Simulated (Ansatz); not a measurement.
An input for Ansatz 0.2.0 (VBiO4 (I4_1/a)):

```yaml
crystal:
  lattice:
    - [-2.56105292, 2.56105292, 5.7960647]
    - [2.56105292, -2.56105292, 5.7960647]
    - [2.56105292, 2.56105292, -5.7960647]
  atoms:
    - { symbol: V, position: [0.5, 0.5, 0.0] }
    - { symbol: V, position: [0.25, 0.75, 0.5] }
    - { symbol: Bi, position: [0.0, 0.0, 0.0] }
    - { symbol: Bi, position: [0.75, 0.25, 0.5] }
    - { symbol: O, position: [0.17085109, 0.56190276, 0.89100626] }
    - { symbol: O, position: [0.31190276, 0.9208965, 0.89105167] }
    - { symbol: O, position: [0.02984483, 0.42085109, 0.10894833] }
    - { symbol: O, position: [0.6708965, 0.27984483, 0.10899374] }
    - { symbol: O, position: [0.0791035, 0.97015517, 0.39100626] }
    - { symbol: O, position: [0.72015517, 0.82914891, 0.39105167] }
    - { symbol: O, position: [0.57914891, 0.68809724, 0.60899374] }
    - { symbol: O, position: [0.43809724, 0.3291035, 0.60894833] }
kpoints:
  mp_grid: { grid: [2, 2, 2] }
hamiltonian:
  xc: pbe
  pseudopotentials: { kind: nc }
scf:
  occupations: { method: fixed }
gw:
  n_empty_bands: 634
  ecut_chi: 150.0
  qp_bands: [v6, c3]
  qp_kpoints: [[0, 0, 0]]
  screening: { model: contour_deformation }
```

```sh
ansatz run input.yaml --threads 3 --pin off --max-ram 92160MiB --backend cuda --events-out ev --progress --plain --runs-dir out --devices 1 --max-vram 13GiB
```

**Question.** Estimate wall time and host memory on 1 × NVIDIA H100 80GB HBM3 (shared by 6 runs) with 3 threads of AMD EPYC 7R13 (Zen 3), shared host.

It took 21 s; on shared hardware allow 10 s to 42 s. Peak host memory was 2.2 GiB. The sizes that set the cost: 15117 plane waves a state, 4 irreducible k points, 686 bands summed, 615 plane waves in the screening and 10 SCF cycles.

The screening grows as filled bands × empty bands × pairs of k points, times the square of the screening basis for the matrix.

[Paths, hosts, dates, memory and timing lines, banners, echoed tables and standing remarks are left out of the program output.]

[Logs are printed without paths, hosts, clocks, repeated set-up lines and the standing remarks that a program may print on its own settings, such as how far it seeks lower states.]

[Runs of the session that timed out or met a known fault of the program may be left out.]

[Cells called generated may have been cut or substituted from an entry of the Crystallography Open Database or the Materials Project.]

[Hosts, paths, dates, database ids (printed as entryN), source tags and the programs' standing remarks are cut or masked in the printed files.]
